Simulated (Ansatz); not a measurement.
Consider KAuF3 (cubic perovskite) (Pm-3m).

The structure was built from a prototype and need not be the compound's stable phase.

```yaml
crystal:
  lattice:
    - [0.00000, -4.32778, 0.00000]
    - [0.00000, 0.00000, 4.32778]
    - [-4.32778, 0.00000, 0.00000]
  atoms:
    - { symbol: K, position: [0.00000, 0.00000, 0.00000] }
    - { symbol: Au, position: [0.50000, 0.50000, 0.50000] }
    - { symbol: F, position: [0.50000, 0.50000, 0.00000] }
    - { symbol: F, position: [0.50000, 0.00000, 0.50000] }
    - { symbol: F, position: [0.00000, 0.50000, 0.50000] }
```

The structure was relaxed with LDA. The structure type comes from a generator and need not be one that this composition takes. The structure was generated from a model, not taken from a measurement. The runs that relaxed it are not among those shown. The program's search for lower electronic states was switched off, so nothing shows that the state found is the lowest. Spin-orbit coupling is left out unless a run names it. PAW set soft_2, made with PBE.

A constrained-RPA run (Ansatz 0.2.0; non-magnetic LDA; Au d + anion p, bands v14 to v1, 4×4×4 mesh, medium accuracy) builds 14 functions on bands 9.1 eV wide, with 27.0 electrons in the window. The bare on-site interaction is 16.9 eV and the bare J 0.68 eV.

Q: Estimate U, U′ and J.

On the Au d shell, U = 6.73 eV (40 % of the bare value), U′ = 5.72 eV, J = 0.51 eV.

The parent state is non-magnetic and the interaction static (zero frequency); U depends on the window and the orbitals, so it belongs to this model alone. Spin-orbit coupling, which is strong for atoms this heavy, is left out. A window that holds the anion p bands defines a model with explicit ligands; its U belongs to that model and is not the U of DFT+U.

[Paths, hosts, dates, memory and timing lines, banners, echoed tables and standing remarks are left out of the program output.]

[Logs are printed without paths, hosts, clocks, repeated set-up lines and the standing remarks that a program may print on its own settings, such as how far it seeks lower states.]

[Runs of the session that timed out or met a known fault of the program may be left out.]

[Hosts, paths, dates, database ids (printed as entryN), source tags and the programs' standing remarks are cut or masked in the printed files.]
